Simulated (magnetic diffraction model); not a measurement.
# Rb3HoS3 below its ordering temperature

Space group C2/m (no. 12), a = 8.2420 Å, b = 13.2120 Å, c = 7.6300 Å, β = 98.85°.

```
site  atom       x       y       z
  4i    Ho  0.1794       0  0.1420
  4i    Rb  0.3581       0  0.6424
  4g    Rb     1/2  0.7630       0
  4h    Rb     1/2  0.2946     1/2
  4i     S  0.0974       0  0.8426
  8j     S  0.3068  0.8582  0.2671
```

This is a made-up structure (elements placed in a structure type, unrelaxed), so the numbers test the method and describe no known phase.

Only Ho is taken to order (form factors of Ho3+); orders and moment sizes are assumed, and not adapted to the symmetry. Radiation: neutrons of λ = 1.594 Å, 8° to 30°; isotropic B of 0.59 Å² (Ho), 0.68 Å² (Rb) and 0.97 Å² (S). Simulated constant-wavelength pattern: nuclear and magnetic terms add, the magnetic one as |2.695 fm × Σ f S⊥ exp(2πi Q·r) exp(−B s²)|², summed over all Q at one angle with the factor 1/(sin²θ cos θ). For collinear order S is the moment m, which repeats by lattice and centring translations R with the sign exp(−2πi k·R). Free-ion form factors, Sears's scattering lengths of 1992, no absorption; a label names one of the reflections at its angle. The strongest nuclear line in the range is 100, and lines under 0.2 are left out.

Above the ordering temperature:

```
2θ (°)     index      I
 12.14   (0 0 1)    1.8
 13.20   (1 1 0)    2.7
 13.86   (0 2 0)    8.2
 16.75  (1 1 -1)   40.3
 18.46   (0 2 1)    1.1
 22.57   (2 0 0)    4.1
 23.97  (2 0 -1)    1.9
 24.41   (0 0 2)    3.5
 25.93  (1 3 -1)   23.1
 26.25  (1 1 -2)   48.5
 26.59   (2 2 0)  100.0
 27.34   (2 0 1)    4.7
 27.55   (1 3 1)   93.8
 27.79  (2 2 -1)   10.5
 27.93   (0 4 0)   73.9
 28.18   (0 2 2)   74.7
 29.38   (1 1 2)   18.3
```

Below it (cell unchanged):

```
2θ (°)      I
 11.23  235.4
 12.14    1.8
 13.20    2.7
 13.86    8.2
 13.98  202.3
 15.23   10.9
 16.75   40.3
 17.80   73.0
 17.87  124.3
 18.46    1.1
 20.65    8.2
 22.57    4.1
 22.63   73.9
 23.64   68.4
 23.97    1.9
 24.20   43.5
 24.41    3.5
 24.98  119.1
 25.29   23.8
 25.40   97.0
 25.93   23.1
 26.25   48.5
 26.59  100.0
 27.34    4.7
 27.55   93.8
 27.79   10.5
 27.93   73.9
 28.18   74.7
 28.51    1.8
 28.95   30.1
 29.38   18.3
```

**Question.** Find the propagation vector, then choose among these models:
A. collinear moments along [101], 7.8 μB on Ho; signs + at (0.1794, 0, 0.1420), + at (0.8206, 0, 0.8580)
B. collinear moments along [111], 7.8 μB on Ho; signs + at (0.1794, 0, 0.1420), − at (0.8206, 0, 0.8580)
C. collinear moments along [111], 7.8 μB on Ho; signs + at (0.1794, 0, 0.1420), + at (0.8206, 0, 0.8580)
D. collinear moments along [101], 7.8 μB on Ho; signs + at (0.1794, 0, 0.1420), − at (0.8206, 0, 0.8580)

The new lines index as (1 0 0) at 11.23°, (0 1 1) at 13.98°, (1 0 -1) at 15.23° and (1 0 1) at 17.80°, that is as H ± k with k = (0 1 0). The indices are whole but break the lattice centring, so the moments reverse under a centring translation, those with k·t a half-integer.

Magnetic intensity, observed (below minus above) and for each model:

| 2θ (°) | index | observed | A | B | C | D |
| --- | --- | --- | --- | --- | --- | --- |
| 11.23 | (1 0 0) | 235.4 | 26.4 | 235.4 | 53.2 | 116.8 |
| 13.98 | (0 1 1) | 202.3 | 113.2 | 202.3 | 131.5 | 174.2 |
| 15.23 | (1 0 -1) | 10.9 | 189.8 | 10.9 | 189.8 | 10.9 |
| 17.87 | (1 2 0) | 124.3 | 39.7 | 124.3 | 28.1 | 175.9 |
| 20.65 | (1 2 -1) | 8.2 | 198.3 | 8.2 | 142.6 | 11.4 |
| 20.85 | (0 3 0) | <0.2 | 102.6 | <0.2 | 39.0 | <0.2 |
| 24.98 | (2 1 -1) | 119.1 | 5.2 | 119.1 | 5.3 | 115.0 |
| 25.40 | (0 1 2) | 97.0 | 3.0 | 97.0 | 4.6 | 64.3 |

Model B matches.

The absence at (0 3 0) is telling: the sublattices cancel there.

The structure used: k = (0 1 0), collinear moments along [111], 7.8 μB on Ho; signs + at (0.1794, 0, 0.1420), − at (0.8206, 0, 0.8580).

[Logs are printed without paths, hosts, clocks, repeated set-up lines and the standing remarks that a program may print on its own settings, such as how far it seeks lower states.]
